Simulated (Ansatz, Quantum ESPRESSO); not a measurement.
# Cu(110), 5 layers against a metal electrode: the electrode's level over the Fermi level at a withheld member of a series

Method. Quantum ESPRESSO 7.5, PBE, GBRV ultrasoft. The slab is relaxed neutral, then held. ESM with bc3: vacuum below and a metal electrode about 6 Å above the top atoms. Cold smearing of 0.02 Ry. Charges are set per cell from the starting area. The slabs take the lattice constants of the bulk relaxed by the same program. The series steps the charge of the slab (positive: electrons removed).

```
charge of the slab  electrode's level over the Fermi level (eV)
     1 ×10¹³ e/cm²                                        5.218
     2 ×10¹³ e/cm²                                        6.076
     3 ×10¹³ e/cm²                                        6.941
   4.5 ×10¹³ e/cm²                                        8.248
     7 ×10¹³ e/cm²                                       10.451
     8 ×10¹³ e/cm²                                       11.338
```

One more run was made and is withheld. What is the electrode's level over the Fermi level at 6 ×10¹³ e/cm²?

**Fit.** The rows at 4.5 ×10¹³ e/cm² and 7 ×10¹³ e/cm² give a slope of (10.451 − (8.248))/(7 − (4.5)) = 0.8812, so a straight line gives 9.570 eV. A parabola through these and the row at 3 ×10¹³ e/cm² gives 9.566 eV.

**The withheld run.** 9.566 eV. The line misses by +0.004 and the parabola by 0.000 eV. Both misses are under 5 % of the step from the nearer row.

Caveats: Vacuum fills the gap; ions don't answer the charge; added electrons can spill towards the electrode at the most negative charges. Members without a usable value, or on the other side of zero field or charge, are not listed.

[Logs are printed without paths, hosts, clocks, repeated set-up lines and the standing remarks that a program may print on its own settings, such as how far it seeks lower states.]
